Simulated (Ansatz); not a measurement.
# ρ(T) of GeRh (Pnma) in two numbers

Aim: condense the phonon-limited resistivity of GeRh (Pnma) into a transport Debye temperature and an amplitude, and test the fit on a temperature held back.

The resistivities were computed with Ansatz 0.2.0 (DFT PBEsol, scalar-relativistic, plane waves, PAW; PAW set soft_1) from the linearised Boltzmann equation with harmonic phonons, on q 2×4×2, k 6×12×6, scattering 12×16×8; the fit below is done by hand on them.

## 1. The data

The structure is orthorhombic, space group Pnma (No. 62). Conventional cell: a = 5.631 Å, b = 3.327 Å, c = 6.362 Å, α = 90.00°, β = 90.00°, γ = 90.00°. Ge on site c is surrounded by 6 Rh at 2.46 to 2.55 Å. Around Rh on site c lie 6 Ge at 2.46 to 2.55 Å.

This is the relaxed cell of the run, from steps not shown here.

The mean resistivity of the three axes from 50 to 800 K, with one row held back; the colder rows stay outside the fit and test it at the end:

```csv
T (K),ρ (μΩ cm)
50,6.892
80,14.82
100,20.44
150,34.46
200,48.17
273,?
300,75.09
400,101.9
500,129.0
600,156.5
800,212.4
```

## 2. The fit

Bloch and Grüneisen's form is ρ(T) = A (T/Θ)⁵ J₅(Θ/T), with J₅(z) the integral of x⁵/((eˣ − 1)(1 − e⁻ˣ)) from 0 to z. It goes as T⁵ far below Θ and as A T/(4Θ) far above. For a trial Θ the best A is the geometric mean of ρ/[(T/Θ)⁵ J₅] over the rows, and the scatter of that ratio measures the fit:

```csv
Θ (K),A (μΩ cm),scatter (%)
110,103.9,12.2
146,142.8,7.1
164,163.8,4.5
182,186.0,3.1
200,209.4,4.7
228,248.8,10.0
272,318.7,19.6
```

The scatter is least at Θ = 182 K, with A = 186.0 μΩ cm (3.1 % r.m.s.).

| T (K) | computed | fit |
| --- | --- | --- |
| 50 | 6.892 | 6.632 |
| 80 | 14.82 | 15.54 |
| 100 | 20.44 | 21.38 |
| 150 | 34.46 | 35.35 |
| 200 | 48.17 | 48.82 |
| 300 | 75.09 | 75.10 |
| 400 | 101.9 | 101.0 |
| 500 | 129.0 | 126.8 |
| 600 | 156.5 | 152.5 |
| 800 | 212.4 | 203.8 |

## 3. Prediction and check

At T = 273 K, Θ/T = 0.667, J₅ = 0.04818 and (T/Θ)⁵ = 7.594, so the fit gives 68.06 μΩ cm. The computed value is 67.84 μΩ cm: the fit is off by +0.32 %. Outside its range, at 20 K, it gives 0.332 against 0.928 μΩ cm computed, 0.36 times that; at that temperature the run's own test moves by 14 % between meshes in the component that moves most. Among the rows used, the largest miss is +4.9 %, at 80 K.

## 4. What the two numbers mean

Θ = 182 K is 1.71 times ħω_log/k_B (106 K) and 0.47 of the highest phonon frequency (383 K). The high-temperature slope of the fit, A/(4Θ), is 0.255 μΩ cm/K. The same slope from the run's transport coupling and plasma energy, 2π k_B λ_tr/(ħ ε₀ ω_p²) with λ_tr = 0.722, 0.750, 0.813 (xx, yy, zz) and ħω_p = 2.53, 5.78, 3.32 (xx, yy, zz) eV, is 0.280 μΩ cm/K in the mean of the axes, +9.4 % from it. For comparison, the computed rows rise by 0.279 μΩ cm/K between the two hottest.

## 5. Summary of results

| Property | Result |
| --- | --- |
| Θ | 182 K |
| A | 186.0 μΩ cm |
| scatter of the fit | 3.1 % |
| held-back row at 273 K, fit against computed | 68.06 against 67.84 μΩ cm |

**Reading.** Two numbers, Θ = 182 K and A = 186 μΩ cm, hold the computed ρ(T) from 50 to 800 K within 3.05 % r.m.s. and predict the held-back row within 0.32 %. At 20 K, outside the rows fitted, it gives 0.36 times the computed value. The misses are not random: the largest is +4.9 %, at 80 K. By the run's own test the resistivity at 300 K moves by 9 % between its two finest scattering meshes, in the component that moves most. The mean hides an anisotropy: at 300 K the components are 121, 23.3, 81.2 (xx, yy, zz) μΩ cm. The fit describes the calculation: impurities, thermal expansion, changes of phase and anharmonicity are in neither.

[Logs are printed without paths, hosts, clocks, repeated set-up lines and the standing remarks that a program may print on its own settings, such as how far it seeks lower states.]

[Hosts, paths, dates, database ids (printed as entryN), source tags and the programs' standing remarks are cut or masked in the printed files.]
